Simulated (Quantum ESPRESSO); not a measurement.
# MnS: a ladder in the form of the Hubbard term, part 2 of 2

Two starts of MnS are run at each rung of the form of the Hubbard term.

Quantum ESPRESSO 7.5; PBE with U = 2.4 eV on Mn d (atomic projectors); plane waves with GBRV 1.5 PBE potentials, no spin-orbit coupling (settings of the first rung).

So far, largest spin moment in the atom's sphere (μB): step 2 (rung 1, start ferro ++) 4.43; step 3 (rung 1, start antiferro +-) 4.30; step 4 (rung 2, start ferro ++) 4.43; step 5 (rung 2, start antiferro +-) 4.30.

### 6. Rung 3, start ferro ++

Level of this step: PBE with U = 2.4 eV on Mn d (ortho-atomic projectors); plane waves with GBRV 1.5 PBE potentials, no spin-orbit coupling (Quantum ESPRESSO).

pw.in

```
&CONTROL
  calculation = 'scf'
  prefix = 'pwscf'
  outdir = './tmp'
  pseudo_dir = './pseudo'
  disk_io = 'nowf'
/
&SYSTEM
  ibrav = 0
  nat = 4
  ntyp = 2
  ecutwfc = 40
  ecutrho = 280
  nbnd = 34
  occupations = 'smearing'
  smearing = 'fd'
  degauss = 0.00367493
  nspin = 2
  starting_magnetization(1) = 0.3
  starting_magnetization(2) = 0
/
&ELECTRONS
  conv_thr = 8d-09
  electron_maxstep = 150
  mixing_beta = 0.3
/
ATOMIC_SPECIES
Mn     54.9380 mn_pbe_v1.5.uspp.F.UPF
S      32.0600 s_pbe_v1.4.uspp.F.UPF
CELL_PARAMETERS bohr
   3.4581912750    1.9965876637   11.2284513261
  -3.4581912750    1.9965876637   11.2284513261
   0.0000000000   -3.9931753272   11.2284513261
ATOMIC_POSITIONS crystal
Mn      0.0000000000    0.0000000000    0.0000000000
Mn      0.5000000000    0.5000000000    0.5000000000
S       0.7499995500    0.7499995500    0.7499995500
S       0.2500004500    0.2500004500    0.2500004500
K_POINTS automatic
8 8 8 0 0 0
HUBBARD {ortho-atomic}
U Mn-3d 2.4000
```

The run is started by

```bash
OMP_NUM_THREADS=1 mpirun -n 2 pw.x -nk 2 -in pw.in > pw.out
```

The log of the run:

```text
     [... lines left out ...]
Program PWSCF v.7.5 starts
     [... lines left out ...]
     number of atoms/cell      =            4
     [... lines left out ...]
     number of electrons       =        42.00
     number of Kohn-Sham states=           34
     kinetic-energy cutoff     =      40.0000  Ry
     charge density cutoff     =     280.0000  Ry
     scf convergence threshold =      8.0E-09
     [... lines left out ...]
     12 Sym. Ops., with inversion, found
     [... lines left out ...]
     number of k points=    65  Fermi-Dirac smearing, width (Ry)=  0.0037
     [... lines left out ...]
     iteration # 11     ecut=    40.00 Ry     beta= 0.30
     [... lines left out ...]
     Magnetic moment per site  (integrated on atomic sphere of radius R)
     atom   1 (R=0.169)  charge= 13.1428  magn=  4.4337
     atom   2 (R=0.169)  charge= 13.1428  magn=  4.4337
     atom   3 (R=0.169)  charge=  4.6722  magn=  0.1586
     atom   4 (R=0.169)  charge=  4.6722  magn=  0.1586
     [... lines left out ...]
     Tr[ns(  1)] (up, down, total) =   4.96244  0.32196  5.28439
     [... lines left out ...]
     Tr[ns(  2)] (up, down, total) =   4.96244  0.32195  5.28438
     [... lines left out ...]
     the Fermi energy is    10.8098 ev
!    total energy              =    -470.68233454 Ry
     estimated scf accuracy    <          1.7E-09 Ry
     smearing contrib. (-TS)   =      -0.00016832 Ry
     [... lines left out ...]
     total magnetization       =     9.98 Bohr mag/cell
     absolute magnetization    =     9.98 Bohr mag/cell
     convergence has been achieved in  11 iterations
```

It took 3.1 min on 2 MPI ranks of Arm Neoverse V1, shared host; peak memory 0.47 GiB; 6.3 min of CPU time.

Numbers from this step:

* magnetization: 9.982 μB
* final state: ferromagnetic
* largest moment: 4.434 μB

### 7. Rung 3, start antiferro +-

pw.in

```
&CONTROL
  calculation = 'scf'
  prefix = 'pwscf'
  outdir = './tmp'
  pseudo_dir = './pseudo'
  disk_io = 'nowf'
/
&SYSTEM
  ibrav = 0
  nat = 4
  ntyp = 3
  ecutwfc = 40
  ecutrho = 280
  nbnd = 30
  occupations = 'smearing'
  smearing = 'fd'
  degauss = 0.00367493
  nspin = 2
  starting_magnetization(1) = 0.3
  starting_magnetization(2) = -0.3
  starting_magnetization(3) = 0
/
&ELECTRONS
  conv_thr = 8d-09
  electron_maxstep = 150
  mixing_beta = 0.3
/
ATOMIC_SPECIES
Mn1    54.9380 mn_pbe_v1.5.uspp.F.UPF
Mn2    54.9380 mn_pbe_v1.5.uspp.F.UPF
S      32.0600 s_pbe_v1.4.uspp.F.UPF
CELL_PARAMETERS bohr
   3.4581912750    1.9965876637   11.2284513261
  -3.4581912750    1.9965876637   11.2284513261
   0.0000000000   -3.9931753272   11.2284513261
ATOMIC_POSITIONS crystal
Mn1     0.0000000000    0.0000000000    0.0000000000
Mn2     0.5000000000    0.5000000000    0.5000000000
S       0.7499995500    0.7499995500    0.7499995500
S       0.2500004500    0.2500004500    0.2500004500
K_POINTS automatic
8 8 8 0 0 0
HUBBARD {ortho-atomic}
U Mn1-3d 2.4000
U Mn2-3d 2.4000
```

The log of the run:

```text
     [... lines left out ...]
Program PWSCF v.7.5 starts
     [... lines left out ...]
     number of atoms/cell      =            4
     [... lines left out ...]
     number of electrons       =        42.00
     number of Kohn-Sham states=           30
     kinetic-energy cutoff     =      40.0000  Ry
     charge density cutoff     =     280.0000  Ry
     scf convergence threshold =      8.0E-09
     [... lines left out ...]
     12 Sym. Ops., with inversion, found
     [... lines left out ...]
     number of k points=    65  Fermi-Dirac smearing, width (Ry)=  0.0037
     [... lines left out ...]
     iteration # 14     ecut=    40.00 Ry     beta= 0.30
     [... lines left out ...]
     Magnetic moment per site  (integrated on atomic sphere of radius R)
     atom   1 (R=0.169)  charge= 13.1557  magn=  4.3176
     atom   2 (R=0.169)  charge= 13.1557  magn= -4.3176
     atom   3 (R=0.169)  charge=  4.6624  magn=  0.0000
     atom   4 (R=0.169)  charge=  4.6624  magn=  0.0000
     [... lines left out ...]
     Tr[ns(  1)] (up, down, total) =   4.94950  0.38178  5.33127
     [... lines left out ...]
     Tr[ns(  2)] (up, down, total) =   0.38177  4.94950  5.33127
     [... lines left out ...]
     the Fermi energy is    10.8903 ev
!    total energy              =    -470.69811913 Ry
     estimated scf accuracy    <          6.8E-11 Ry
     smearing contrib. (-TS)   =      -0.00000000 Ry
     [... lines left out ...]
     total magnetization       =    -0.00 Bohr mag/cell
     absolute magnetization    =     9.26 Bohr mag/cell
     convergence has been achieved in  14 iterations
```

It took 3.5 min on 2 MPI ranks; peak memory 0.44 GiB.

This step gave:

```
magnetization  : 0 μB
final state    : antiferromagnetic
largest moment : 4.318 μB
```

### 8. Rung 4, start ferro ++

pw.in

```
&CONTROL
  calculation = 'scf'
  prefix = 'pwscf'
  outdir = './tmp'
  pseudo_dir = './pseudo'
  disk_io = 'nowf'
/
&SYSTEM
  ibrav = 0
  nat = 4
  ntyp = 2
  ecutwfc = 40
  ecutrho = 280
  nbnd = 34
  occupations = 'smearing'
  smearing = 'fd'
  degauss = 0.00367493
  nspin = 2
  starting_magnetization(1) = 0.3
  starting_magnetization(2) = 0
/
&ELECTRONS
  conv_thr = 8d-09
  electron_maxstep = 150
  mixing_beta = 0.3
/
ATOMIC_SPECIES
Mn     54.9380 mn_pbe_v1.5.uspp.F.UPF
S      32.0600 s_pbe_v1.4.uspp.F.UPF
CELL_PARAMETERS bohr
   3.4581912750    1.9965876637   11.2284513261
  -3.4581912750    1.9965876637   11.2284513261
   0.0000000000   -3.9931753272   11.2284513261
ATOMIC_POSITIONS crystal
Mn      0.0000000000    0.0000000000    0.0000000000
Mn      0.5000000000    0.5000000000    0.5000000000
S       0.7499995500    0.7499995500    0.7499995500
S       0.2500004500    0.2500004500    0.2500004500
K_POINTS automatic
8 8 8 0 0 0
HUBBARD {atomic}
U Mn-3d 3.3000
J0 Mn-3d 0.9000
```

The log of the run:

```text
     [... lines left out ...]
Program PWSCF v.7.5 starts
     [... lines left out ...]
     number of atoms/cell      =            4
     [... lines left out ...]
     number of electrons       =        42.00
     number of Kohn-Sham states=           34
     kinetic-energy cutoff     =      40.0000  Ry
     charge density cutoff     =     280.0000  Ry
     scf convergence threshold =      8.0E-09
     [... lines left out ...]
     12 Sym. Ops., with inversion, found
     [... lines left out ...]
     number of k points=    65  Fermi-Dirac smearing, width (Ry)=  0.0037
     [... lines left out ...]
     iteration # 10     ecut=    40.00 Ry     beta= 0.30
     [... lines left out ...]
     Magnetic moment per site  (integrated on atomic sphere of radius R)
     atom   1 (R=0.169)  charge= 13.1112  magn=  4.5049
     atom   2 (R=0.169)  charge= 13.1112  magn=  4.5049
     atom   3 (R=0.169)  charge=  4.6943  magn=  0.0981
     atom   4 (R=0.169)  charge=  4.6943  magn=  0.0981
     [... lines left out ...]
     Tr[ns(  1)] (up, down, total) =   4.98225  0.42669  5.40894
     [... lines left out ...]
     Tr[ns(  2)] (up, down, total) =   4.98225  0.42669  5.40894
     [... lines left out ...]
     the Fermi energy is    11.1771 ev
!    total energy              =    -470.59540857 Ry
     estimated scf accuracy    <          4.4E-09 Ry
     smearing contrib. (-TS)   =      -0.00000378 Ry
     [... lines left out ...]
     total magnetization       =    10.00 Bohr mag/cell
     absolute magnetization    =    10.00 Bohr mag/cell
     convergence has been achieved in  10 iterations
```

It took 2.8 min on 2 MPI ranks; peak memory 0.47 GiB; 5.6 min of CPU time.

Numbers from this step:

```
magnetization  : 10 μB
final state    : ferromagnetic
largest moment : 4.505 μB
```

### 9. Rung 4, start antiferro +-

pw.in

```
&CONTROL
  calculation = 'scf'
  prefix = 'pwscf'
  outdir = './tmp'
  pseudo_dir = './pseudo'
  disk_io = 'nowf'
/
&SYSTEM
  ibrav = 0
  nat = 4
  ntyp = 3
  ecutwfc = 40
  ecutrho = 280
  nbnd = 30
  occupations = 'smearing'
  smearing = 'fd'
  degauss = 0.00367493
  nspin = 2
  starting_magnetization(1) = 0.3
  starting_magnetization(2) = -0.3
  starting_magnetization(3) = 0
/
&ELECTRONS
  conv_thr = 8d-09
  electron_maxstep = 150
  mixing_beta = 0.3
/
ATOMIC_SPECIES
Mn1    54.9380 mn_pbe_v1.5.uspp.F.UPF
Mn2    54.9380 mn_pbe_v1.5.uspp.F.UPF
S      32.0600 s_pbe_v1.4.uspp.F.UPF
CELL_PARAMETERS bohr
   3.4581912750    1.9965876637   11.2284513261
  -3.4581912750    1.9965876637   11.2284513261
   0.0000000000   -3.9931753272   11.2284513261
ATOMIC_POSITIONS crystal
Mn1     0.0000000000    0.0000000000    0.0000000000
Mn2     0.5000000000    0.5000000000    0.5000000000
S       0.7499995500    0.7499995500    0.7499995500
S       0.2500004500    0.2500004500    0.2500004500
K_POINTS automatic
8 8 8 0 0 0
HUBBARD {atomic}
U Mn1-3d 3.3000
J0 Mn1-3d 0.9000
U Mn2-3d 3.3000
J0 Mn2-3d 0.9000
```

The log of the run:

```text
     [... lines left out ...]
Program PWSCF v.7.5 starts
     [... lines left out ...]
     number of atoms/cell      =            4
     [... lines left out ...]
     number of electrons       =        42.00
     number of Kohn-Sham states=           30
     kinetic-energy cutoff     =      40.0000  Ry
     charge density cutoff     =     280.0000  Ry
     scf convergence threshold =      8.0E-09
     [... lines left out ...]
     12 Sym. Ops., with inversion, found
     [... lines left out ...]
     number of k points=    65  Fermi-Dirac smearing, width (Ry)=  0.0037
     [... lines left out ...]
     iteration # 13     ecut=    40.00 Ry     beta= 0.30
     [... lines left out ...]
     Magnetic moment per site  (integrated on atomic sphere of radius R)
     atom   1 (R=0.169)  charge= 13.1203  magn=  4.4150
     atom   2 (R=0.169)  charge= 13.1203  magn= -4.4150
     atom   3 (R=0.169)  charge=  4.6875  magn=  0.0000
     atom   4 (R=0.169)  charge=  4.6875  magn=  0.0000
     [... lines left out ...]
     Tr[ns(  1)] (up, down, total) =   4.97722  0.47750  5.45472
     [... lines left out ...]
     Tr[ns(  2)] (up, down, total) =   0.47749  4.97723  5.45472
     [... lines left out ...]
     the Fermi energy is    11.0389 ev
!    total energy              =    -470.60457538 Ry
     estimated scf accuracy    <          1.8E-10 Ry
     smearing contrib. (-TS)   =      -0.00000000 Ry
     [... lines left out ...]
     total magnetization       =    -0.00 Bohr mag/cell
     absolute magnetization    =     9.48 Bohr mag/cell
     convergence has been achieved in  13 iterations
```

Wall time 3.3 min (2 MPI ranks); peak memory 0.46 GiB; 6.7 min of CPU time.

Read from the output:

```
magnetization  : 0 μB
final state    : antiferromagnetic
largest moment : 4.415 μB
```

### 10. Rung 5, start ferro ++

pw.in

```
&CONTROL
  calculation = 'scf'
  prefix = 'pwscf'
  outdir = './tmp'
  pseudo_dir = './pseudo'
  disk_io = 'nowf'
/
&SYSTEM
  ibrav = 0
  nat = 4
  ntyp = 2
  ecutwfc = 40
  ecutrho = 280
  nbnd = 34
  occupations = 'smearing'
  smearing = 'fd'
  degauss = 0.00367493
  nspin = 2
  starting_magnetization(1) = 0.3
  starting_magnetization(2) = 0
/
&ELECTRONS
  conv_thr = 8d-09
  electron_maxstep = 150
  mixing_beta = 0.3
/
ATOMIC_SPECIES
Mn     54.9380 mn_pbe_v1.5.uspp.F.UPF
S      32.0600 s_pbe_v1.4.uspp.F.UPF
CELL_PARAMETERS bohr
   3.4581912750    1.9965876637   11.2284513261
  -3.4581912750    1.9965876637   11.2284513261
   0.0000000000   -3.9931753272   11.2284513261
ATOMIC_POSITIONS crystal
Mn      0.0000000000    0.0000000000    0.0000000000
Mn      0.5000000000    0.5000000000    0.5000000000
S       0.7499995500    0.7499995500    0.7499995500
S       0.2500004500    0.2500004500    0.2500004500
K_POINTS automatic
8 8 8 0 0 0
HUBBARD {atomic}
U Mn-3d 3.3000
J Mn-3d 0.9000
```

The log of the run:

```text
     [... lines left out ...]
Program PWSCF v.7.5 starts
     [... lines left out ...]
     number of atoms/cell      =            4
     [... lines left out ...]
     number of electrons       =        42.00
     number of Kohn-Sham states=           34
     kinetic-energy cutoff     =      40.0000  Ry
     charge density cutoff     =     280.0000  Ry
     scf convergence threshold =      8.0E-09
     [... lines left out ...]
     12 Sym. Ops., with inversion, found
     [... lines left out ...]
     number of k points=    65  Fermi-Dirac smearing, width (Ry)=  0.0037
     [... lines left out ...]
     iteration # 11     ecut=    40.00 Ry     beta= 0.30
     [... lines left out ...]
     Magnetic moment per site  (integrated on atomic sphere of radius R)
     atom   1 (R=0.169)  charge= 13.1434  magn=  4.4272
     atom   2 (R=0.169)  charge= 13.1434  magn=  4.4272
     atom   3 (R=0.169)  charge=  4.6716  magn=  0.1560
     atom   4 (R=0.169)  charge=  4.6716  magn=  0.1560
     [... lines left out ...]
     Tr[ns(  1)] (up, down, total) =   4.97777  0.52757  5.50534
     [... lines left out ...]
     Tr[ns(  2)] (up, down, total) =   4.97777  0.52756  5.50533
     [... lines left out ...]
     the Fermi energy is    10.9038 ev
!    total energy              =    -470.65902913 Ry
     estimated scf accuracy    <          4.2E-09 Ry
     smearing contrib. (-TS)   =      -0.00022877 Ry
     [... lines left out ...]
     total magnetization       =     9.97 Bohr mag/cell
     absolute magnetization    =     9.97 Bohr mag/cell
     convergence has been achieved in  11 iterations
```

The job ended after 3.1 min (2 MPI ranks; peak memory 0.47 GiB; 6.2 min of CPU time).

Read from the output:

```
magnetization  : 9.973 μB
final state    : ferromagnetic
largest moment : 4.427 μB
```

### 11. Rung 5, start antiferro +-

pw.in

```
&CONTROL
  calculation = 'scf'
  prefix = 'pwscf'
  outdir = './tmp'
  pseudo_dir = './pseudo'
  disk_io = 'nowf'
/
&SYSTEM
  ibrav = 0
  nat = 4
  ntyp = 3
  ecutwfc = 40
  ecutrho = 280
  nbnd = 30
  occupations = 'smearing'
  smearing = 'fd'
  degauss = 0.00367493
  nspin = 2
  starting_magnetization(1) = 0.3
  starting_magnetization(2) = -0.3
  starting_magnetization(3) = 0
/
&ELECTRONS
  conv_thr = 8d-09
  electron_maxstep = 150
  mixing_beta = 0.3
/
ATOMIC_SPECIES
Mn1    54.9380 mn_pbe_v1.5.uspp.F.UPF
Mn2    54.9380 mn_pbe_v1.5.uspp.F.UPF
S      32.0600 s_pbe_v1.4.uspp.F.UPF
CELL_PARAMETERS bohr
   3.4581912750    1.9965876637   11.2284513261
  -3.4581912750    1.9965876637   11.2284513261
   0.0000000000   -3.9931753272   11.2284513261
ATOMIC_POSITIONS crystal
Mn1     0.0000000000    0.0000000000    0.0000000000
Mn2     0.5000000000    0.5000000000    0.5000000000
S       0.7499995500    0.7499995500    0.7499995500
S       0.2500004500    0.2500004500    0.2500004500
K_POINTS automatic
8 8 8 0 0 0
HUBBARD {atomic}
U Mn1-3d 3.3000
J Mn1-3d 0.9000
U Mn2-3d 3.3000
J Mn2-3d 0.9000
```

The log of the run:

```text
     [... lines left out ...]
Program PWSCF v.7.5 starts
     [... lines left out ...]
     number of atoms/cell      =            4
     [... lines left out ...]
     number of electrons       =        42.00
     number of Kohn-Sham states=           30
     kinetic-energy cutoff     =      40.0000  Ry
     charge density cutoff     =     280.0000  Ry
     scf convergence threshold =      8.0E-09
     [... lines left out ...]
     12 Sym. Ops., with inversion, found
     [... lines left out ...]
     number of k points=    65  Fermi-Dirac smearing, width (Ry)=  0.0037
     [... lines left out ...]
     iteration # 14     ecut=    40.00 Ry     beta= 0.30
     [... lines left out ...]
     Magnetic moment per site  (integrated on atomic sphere of radius R)
     atom   1 (R=0.169)  charge= 13.1603  magn=  4.2943
     atom   2 (R=0.169)  charge= 13.1603  magn= -4.2943
     atom   3 (R=0.169)  charge=  4.6597  magn=  0.0000
     atom   4 (R=0.169)  charge=  4.6597  magn=  0.0000
     [... lines left out ...]
     Tr[ns(  1)] (up, down, total) =   4.96750  0.60590  5.57341
     [... lines left out ...]
     Tr[ns(  2)] (up, down, total) =   0.60590  4.96751  5.57340
     [... lines left out ...]
     the Fermi energy is    10.9384 ev
!    total energy              =    -470.67716219 Ry
     estimated scf accuracy    <          1.4E-09 Ry
     smearing contrib. (-TS)   =      -0.00000000 Ry
     [... lines left out ...]
     total magnetization       =     0.00 Bohr mag/cell
     absolute magnetization    =     9.22 Bohr mag/cell
     convergence has been achieved in  14 iterations
```

The job ended after 3.5 min (2 MPI ranks; peak memory 0.46 GiB).

This step gave:

```
magnetization  : 0 μB
final state    : antiferromagnetic
largest moment : 4.294 μB
```

### 12. Side by side

Ladder, by row:

```csv
rung,U,state from the first start,state from the second start,second less first (meV a seeded atom),"moment, first (μB)","moment, second (μB)",CPU time (s)
1,Mn d U 2.4 Dudarev atomic,ferromagnetic,antiferromagnetic,-117.8,4.43,4.304,812.1
2,Mn d U 2.4 Dudarev norm-atomic,ferromagnetic,antiferromagnetic,-117.6,4.429,4.304,783
3,Mn d U 2.4 Dudarev ortho-atomic,ferromagnetic,antiferromagnetic,-107.4,4.434,4.318,795.3
4,Mn d U 3.3 J 0.9 with J0 atomic,ferromagnetic,antiferromagnetic,-62.36,4.505,4.415,737.3
5,Mn d U 3.3 J 0.9 Liechtenstein atomic,ferromagnetic,antiferromagnetic,-123.4,4.427,4.294,788.3
```

### 13. What came out

- range of the largest moment, first start: 4.43 to 4.50 μB; second start 4.29 to 4.42 μB
- range of CPU time: 12 min to 14 min
- range of the energy difference: -123 to -62.4 meV a seeded atom

At one U the projectors alone (rungs 1, 2 and 3) move the moment of the first start from 4.429 to 4.434 μB and the difference from -118 to -107 meV. The last rungs raise U by J and add J in two forms, which give 4.50 and 4.43 μB.

[Long decimals in the printed logs are rounded to 6 places.]

[Logs and program files are shortened in this print: banners, set-up blocks, solver, clock and traceback lines can be left out without a mark of their own.]

[Logs are printed without paths, hosts, clocks, repeated set-up lines and the standing remarks that a program may print on its own settings, such as how far it seeks lower states.]

[Hosts, paths, dates, database ids (printed as entryN), source tags and the programs' standing remarks are cut or masked in the printed files.]

[Where the starting crystal was built by hand or by swapping elements, it need not be the compound's stable phase.]

[Where a cell is said to come from a database of computed structures, the database is the Materials Project.]

[Lattice constants that a cell's source calls measured were typed from memory.]
